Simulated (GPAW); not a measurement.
**Optical response of BN**

Wanted: where BN starts to absorb, how strongly, and its refractive index. The cell comes from an older database entry, whose edges can differ from later determinations, mostly by under a per cent.

Calculated with GPAW 26.7.0; DFT, PBE, plane-wave PAW (GPAW data sets), scalar-relativistic, RPA, optical limit.

The database entry behind the starting cell differs from later determinations by our own check (about 0.3 % short, minor phase), so it need not match the best structure at ambient conditions.

## (1) Starting point

It takes space group P6_3/mmc (No. 194, hexagonal). Conventional cell: a = 2.498 Å, b = 2.498 Å, c = 6.636 Å, α = 90.00°, β = 90.00°, γ = 120.00°. Nearest to N lie 3 B at 1.44 Å. Nearest to B lie 3 N at 1.44 Å. Farther neighbours and most contacts between anions are not listed.

Structure file:

```
N B
1.0
     2.49824    0.00000    0.00000
    -1.24912    2.16354    0.00000
     0.00000    0.00000    6.63570
N B
2 2
Direct
  0.66667 0.33333 0.25000
  0.33333 0.66667 0.75000
  0.66667 0.33333 0.75000
  0.33333 0.66667 0.25000
```

## (2) Dielectric function, RPA

Transitions between filled and empty bands, summed over the zone, give the optical response, so mesh, band count and broadening shape it.

The induced potential is part of this response.

Contents of df.py:

```python
from gpaw.response.df import DielectricFunction

df = DielectricFunction('full.gpw', frequencies={'type': 'nonlinear', 'domega0': 0.03, 'omega2': 8},
                        ecut=70,
                        eta=0.12,
                        nbands=30,
                        txt='df.txt')
for direction in ['x', 'z']:
    df.get_dielectric_function(xc='RPA', direction=direction, filename=f'df_{direction}.csv')
```

Command:

```console
OMP_NUM_THREADS=1 python df.py
```

Numbers of over 12 decimals in the logs are rounded to 6 here.

Output:

```text
Using integrator: PointIntegrator
NonLinearFrequencyDescriptor(from 0.000 to 53.918 eV, 475 points)
Nonperiodic BCs:  [False False False]
Using integrator: PointIntegrator
NonLinearFrequencyDescriptor(from 0.000 to 53.918 eV, 475 points)
Nonperiodic BCs:  [False False False]

Calculating chi0 body with:
    Ground state adapter containing:
    Number of spins: 1
    Number of kpoints: 1125
    Number of irreducible kpoints: 119
    Number of completely occupied states: 8
    Number of partially occupied states: 8

    Linear response parametrization:
    q_c: [0.0, 0.0, 0.0]
    Number of frequency points: 475
    Planewave cutoff: 70.0
    Number of bands: 30
    Number of planewaves: 51
    Broadening (eta): 0.12

Integrating chi0 body.

Symmetries of q_c:
    Direct symmetries (Uq -> q): 12
    Indirect symmetries (TUq -> q): 0
In total 12 allowed symmetries.

119 groups of equivalent kpoints. 89.422222% reduction.

Integral kind: spectral function

Calculating chi0 optical extensions with:
    Ground state adapter containing:
    Number of spins: 1
    Number of kpoints: 1125
    Number of irreducible kpoints: 119
    Number of completely occupied states: 8
    Number of partially occupied states: 8

    Linear response parametrization:
    Number of frequency points: 475
    Planewave cutoff: 70.0
    Number of bands: 30
    Number of planewaves: 51
    Broadening (eta): 0.12
Integrating chi0 head and wings.

Symmetries of q_c:
    Direct symmetries (Uq -> q): 12
    Indirect symmetries (TUq -> q): 0
In total 12 allowed symmetries.

119 groups of equivalent kpoints. 89.422222% reduction.

Integral kind: spectral function wings
```

It took 10 s on 1 thread of Arm Neoverse V1, shared host; peak memory 0.26 GiB.

Read-outs, printed or worked out from the files:

| Item | Value |
| --- | --- |
| electronic dielectric constant ε∞, mean over x, y and z (by symmetry where fewer were run) | 3.914 |
| main peak of Im epsilon, first axis | 5.900 eV |
| centre of weight of the strongest loss peak in the window | 8.022 eV |

The Im ε has structure finer than the step of the table below, so its rows give means over 0.5 eV, whole bins alone (the curve runs from 0 to 14.0 eV). Peaks (eV: height): E ∥ x 5.92: 11.9; E ∥ z 4.89: 1.18, 10.31: 6.29.

Values under the direct gap are tails of Lorentzian lines. Table of Im ε by photon energy; means over each step:

```tsv
photon energy (eV)	E ∥ x	E ∥ z
0.5	0.00850	0.00195
1.0	0.0178	0.00404
1.5	0.0289	0.00645
2.0	0.0433	0.00945
2.5	0.0640	0.0136
3.0	0.0972	0.0200
3.5	0.160	0.0321
4.0	0.323	0.0657
4.5	1.56	0.378
5.0	5.33	1.05
5.5	8.25	1.03
6.0	9.48	0.740
6.5	4.98	0.532
7.0	3.05	0.497
7.5	2.41	0.388
8.0	1.28	0.327
8.5	1.27	0.375
9.0	1.02	0.559
9.5	0.661	1.77
10.0	0.724	3.69
10.5	0.702	4.39
11.0	0.724	2.80
11.5	0.820	2.28
12.0	0.836	2.19
12.5	1.02	1.36
13.0	3.11	1.27
13.5	6.08	1.18
```

Re ε against photon energy:

```tsv
photon energy (eV)	E ∥ x	E ∥ z
0.0	4.60	2.53
0.5	4.62	2.54
1.0	4.67	2.55
1.5	4.77	2.57
2.0	4.92	2.61
2.5	5.14	2.65
3.0	5.46	2.72
3.5	5.97	2.82
4.0	6.87	3.00
4.5	9.01	3.45
5.0	9.13	2.84
5.5	7.15	2.55
6.0	-1.03	2.53
6.5	0.160	2.37
7.0	-0.369	2.43
7.5	0.0816	2.70
8.0	0.693	3.00
8.5	1.15	3.30
9.0	1.17	3.82
9.5	1.80	5.02
10.0	2.30	4.55
10.5	2.42	0.573
11.0	3.04	1.26
11.5	3.32	0.838
12.0	3.90	0.321
12.5	4.90	1.18
13.0	6.89	1.04
13.5	5.24	1.25
```

The refractive index n and extinction k by photon energy:

```tsv
photon energy (eV)	n, E ∥ x	k, E ∥ x	n, E ∥ z	k, E ∥ z
0	2.15	0	1.59	0
1	2.16	0.00410	1.60	0.00126
2	2.22	0.00971	1.61	0.00291
3	2.34	0.0206	1.65	0.00599
4	2.62	0.0585	1.73	0.0178
5	3.13	0.811	1.71	0.309
6	2.17	2.40	1.61	0.237
7	1.12	1.27	1.57	0.155
8	1.03	0.598	1.74	0.103
9	1.18	0.455	1.96	0.134
10	1.53	0.237	2.26	0.736
11	1.76	0.217	1.50	0.997
12	1.98	0.198	1.20	1.06
13	2.69	0.570	1.14	0.511
```

Values under the direct gap are tails of Lorentzian lines. Table of Im ε, E ∥ x by photon energy; read off at these points:

```tsv
photon energy (eV)	without local fields	with local fields
0.00	0	0
0.50	0.00940	0.00847
1.00	0.0197	0.0177
1.50	0.0320	0.0287
2.00	0.0481	0.0431
2.50	0.0713	0.0635
3.00	0.109	0.0961
3.50	0.180	0.157
4.00	0.358	0.307
4.50	1.44	1.17
5.00	6.21	5.07
5.50	8.31	7.15
5.87	12.4	11.8
5.92	12.2	11.8
6.00	10.3	10.4
6.50	5.07	5.05
7.00	2.75	2.84
7.50	2.76	2.79
8.00	1.23	1.23
8.50	1.28	1.27
9.00	1.05	1.07
9.50	0.650	0.634
10.00	0.721	0.728
10.50	0.692	0.691
11.00	0.784	0.762
11.50	0.867	0.826
12.00	0.896	0.787
12.50	1.04	0.870
13.00	4.00	3.06
13.50	7.06	6.08
```

The loss function −Im 1/ε at q → 0 has structure finer than the step of the table below, so its rows give means over 0.5 eV, whole bins alone (the curve runs from 0 to 14.0 eV). Peaks (eV: height): E ∥ x 7.85: 0.745; E ∥ z 5.66: 0.149, 12.26: 0.718, 12.83: 0.564.

Values under the direct gap are tails of Lorentzian lines. Table of loss function −Im 1/ε at q → 0 by energy loss; means over each step:

```tsv
energy loss (eV)	E ∥ x	E ∥ z
0.5	4.0e-4	3.0e-4
1.0	8.1e-4	6.2e-4
1.5	0.00127	9.7e-4
2.0	0.00178	0.00139
2.5	0.00241	0.00192
3.0	0.00324	0.00269
3.5	0.00443	0.00400
4.0	0.00663	0.00715
4.5	0.0171	0.0299
5.0	0.0477	0.104
5.5	0.0694	0.137
6.0	0.106	0.114
6.5	0.198	0.0873
7.0	0.326	0.0751
7.5	0.423	0.0528
8.0	0.606	0.0363
8.5	0.427	0.0332
9.0	0.369	0.0356
9.5	0.182	0.0627
10.0	0.126	0.105
10.5	0.108	0.226
11.0	0.0760	0.311
11.5	0.0702	0.377
12.0	0.0523	0.446
12.5	0.0395	0.511
13.0	0.0536	0.491
13.5	0.0887	0.396
```

From ε follow the optical constants at some laser and lamp lines:

```tsv
wavelength (nm)	n x	k x	R (%) x	1/α x	n z	k z	R (%) z	1/α z
1550	2.16	0.003	13.4	38 µm	1.60	0.001	5.3	124 µm
800	2.19	0.007	13.9	9.3 µm	1.60	0.002	5.4	31 µm
633	2.21	0.009	14.3	5.4 µm	1.61	0.003	5.5	18 µm
450	2.30	0.017	15.5	2.1 µm	1.64	0.005	5.9	7.2 µm
405	2.35	0.022	16.2	1.5 µm	1.65	0.006	6.1	5.1 µm
248	3.13	0.810	29.3	24 nm	1.71	0.309	8.1	64 nm
193	1.52	1.556	30.7	9.9 nm	1.53	0.178	4.8	86 nm
```

Below the direct gap, k and the depth come from the tails of the Lorentzian lines, not from transitions.

Rows near the edge hang on the gap, which this functional as a rule makes too small, and phonon-assisted absorption is left out.

At 1064 nm the birefringence n(z) − n(x) is -0.569: the crystal is uniaxial negative at this level.

## (3) Summary of results

| Property | Result |
| --- | --- |
| electronic dielectric constant ε∞, mean over x, y and z (by symmetry where fewer were run) (RPA) | 3.91 |
| main peak of Im epsilon, first axis | 5.90 eV |
| centre of weight of the strongest loss peak in the window, first axis | 8.02 eV |

At this level (PBE, RPA) BN has a mean ε∞ = 3.91 and n = 2.16 at 1550 nm (E ∥ x), and Im ε peaks at 5.9 eV (E ∥ x). Local fields change the static value along x from 4.83 to 4.60 (-5 %). Distinct maxima of Im ε, read by a parabola through the highest points, lie at 5.29 eV (7.5), 5.90 eV (12) and 6.58 eV (5.3) for E ∥ x. The static values by axis are 4.60 (x), 2.53 (z). At 1064 nm the birefringence n(z) − n(x) is -0.569: the crystal is uniaxial negative at this level. Excitons and phonon-assisted transitions are missing; PBE gaps are as a rule too small, which pulls the onset down and ε∞ up. The sum runs over mesh points, so small or evenly spaced maxima can still be ripples of the mesh.

[Machine, clock and banner lines and Python warnings are left out of the logs.]

[Logs are printed without paths, hosts, clocks, repeated set-up lines and the standing remarks that a program may print on its own settings, such as how far it seeks lower states.]

[Hosts, paths, dates, database ids (printed as entryN), source tags and the programs' standing remarks are cut or masked in the printed files.]
